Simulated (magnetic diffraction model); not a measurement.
# Which magnetic order? Na3Ho2Cl9

Space group P-3m1 (no. 164), a = 7.0680 Å, c = 8.8420 Å.

| site | atom | x | y | z |
| --- | --- | --- | --- | --- |
| 2d | Ho | 1/3 | 2/3 | 0.8121 |
| 6i | Cl | 0.6726 | 0.8363 | 0.6639 |
| 3e | Cl | 0 | 1/2 | 0 |
| 1a | Na | 0 | 0 | 0 |
| 2d | Na | 1/3 | 2/3 | 0.3393 |

This is a made-up structure (elements placed in a structure type, unrelaxed), so the numbers test the method and describe no known phase.

Only Ho is taken to order (form factors of Ho3+); orders and moment sizes are assumed, and not adapted to the symmetry. Radiation: neutrons of λ = 2.41 Å, 2° to 60°; isotropic B of 0.38 Å² (Ho), 0.59 Å² (Cl) and 0.56 Å² (Na). The intensities are simulated: I ∝ L Σ (|F_N|² + |F_M⊥|²) for unpolarised neutrons, with F_M = 2.695 fm/μB × Σ f(s) S exp(2πi Q·r) exp(−B s²) at Q = H ± k (one set where k and −k are equivalent), only the part normal to Q counting and L = 1/(sin²θ cos θ). For a modulated order the moment at position r is S exp(−2πi k·r) + c.c., with S = m/2 for a sine wave of amplitude m and S = m(u + iv)/2 for moments turning in a plane, u and v being orthogonal unit vectors in it; the phase factor of the sum at Q = H + k is then exp(2πi H·r). Form factors are spin-only for 3d ions and dipole or tabulated for f ions, scattering lengths are Sears's of 1992, and absorption is left out. A label names one of the reflections at its angle. The strongest nuclear line in the range is 100, and lines under 0.2 are left out.

Above the ordering temperature:

```
2θ (°)    index      I
 15.66  (0 0 1)    0.8
 22.71  (1 0 0)    2.0
 27.71  (1 0 1)   35.8
 31.63  (0 0 2)    0.6
 39.29  (1 0 2)    0.5
 43.09  (1 1 1)    1.0
 46.37  (2 0 0)    0.7
 48.26  (0 0 3)   23.6
 49.24  (2 0 1)   67.9
 51.77  (1 1 2)    2.5
 53.97  (1 0 3)    1.8
 57.22  (0 2 2)  100.0
```

Below it (cell unchanged):

```tsv
2θ (°)	I
15.23	27.4
15.66	0.8
22.71	2.0
27.05	7.7
27.46	8.7
27.71	35.8
31.63	0.6
35.60	5.2
35.92	11.3
39.29	0.5
42.10	2.6
42.65	6.0
43.09	1.0
46.37	0.7
48.26	23.6
48.36	2.1
49.09	5.5
49.24	67.9
51.77	2.5
53.97	1.8
54.06	4.0
54.51	4.1
54.74	2.0
57.22	100.0
58.73	1.3
59.80	1.9
```

**Question.** Find the propagation vector, then choose among these models:
A. moments turning in the plane of [100] and [010], 5.6 μB on Ho; signs + at (1/3, 2/3, 0.8121), − at (2/3, 1/3, 0.1879)
B. a sine wave with moments along [001] (amplitudes given), 5.6 μB on Ho; signs + at (1/3, 2/3, 0.8121), − at (2/3, 1/3, 0.1879)
C. moments turning in the plane of [100] and [001], 5.6 μB on Ho; signs + at (1/3, 2/3, 0.8121), − at (2/3, 1/3, 0.1879)
D. a sine wave with moments along [010] (amplitudes given), 5.6 μB on Ho; signs + at (1/3, 2/3, 0.8121), − at (2/3, 1/3, 0.1879)

The new lines index as (2/3 -1/3 1/2) at 15.23°, (1/3 1/3 3/2) at 27.05°, (2/3 2/3 1/2) at 27.46° and (2/3 2/3 3/2) at 35.60°, that is as H ± k with k = (1/3 1/3 1/2). Satellites come in pairs about each point of the reciprocal lattice.

Magnetic intensity, observed (below minus above) and for each model:

| 2θ (°) | index | observed | A | B | C | D |
| --- | --- | --- | --- | --- | --- | --- |
| 15.23 | (2/3 -1/3 1/2) | 27.4 | 26.7 | 15.6 | 27.4 | 14.3 |
| 27.05 | (1/3 1/3 3/2) | 7.7 | 11.5 | 1.5 | 7.7 | 5.5 |
| 27.46 | (2/3 2/3 1/2) | 8.7 | 6.9 | 5.8 | 8.7 | 3.8 |
| 35.60 | (2/3 2/3 3/2) | 5.2 | 5.3 | 2.0 | 5.2 | 2.4 |
| 35.92 | (4/3 1/3 1/2) | 11.3 | 7.6 | 6.9 | 11.3 | 3.4 |
| 42.10 | (1/3 1/3 5/2) | 2.6 | 4.9 | 0.3 | 2.6 | 2.5 |
| 49.09 | (5/3 2/3 1/2) | 5.5 | 3.8 | 3.6 | 5.5 | 1.9 |
| 54.06 | (4/3 1/3 5/2) | 4.0 | 4.7 | 1.3 | 4.0 | 2.2 |

Model C matches.

The structure used: k = (1/3 1/3 1/2), moments turning in the plane of [100] and [001], 5.6 μB on Ho; signs + at (1/3, 2/3, 0.8121), − at (2/3, 1/3, 0.1879).

[Logs are printed without paths, hosts, clocks, repeated set-up lines and the standing remarks that a program may print on its own settings, such as how far it seeks lower states.]
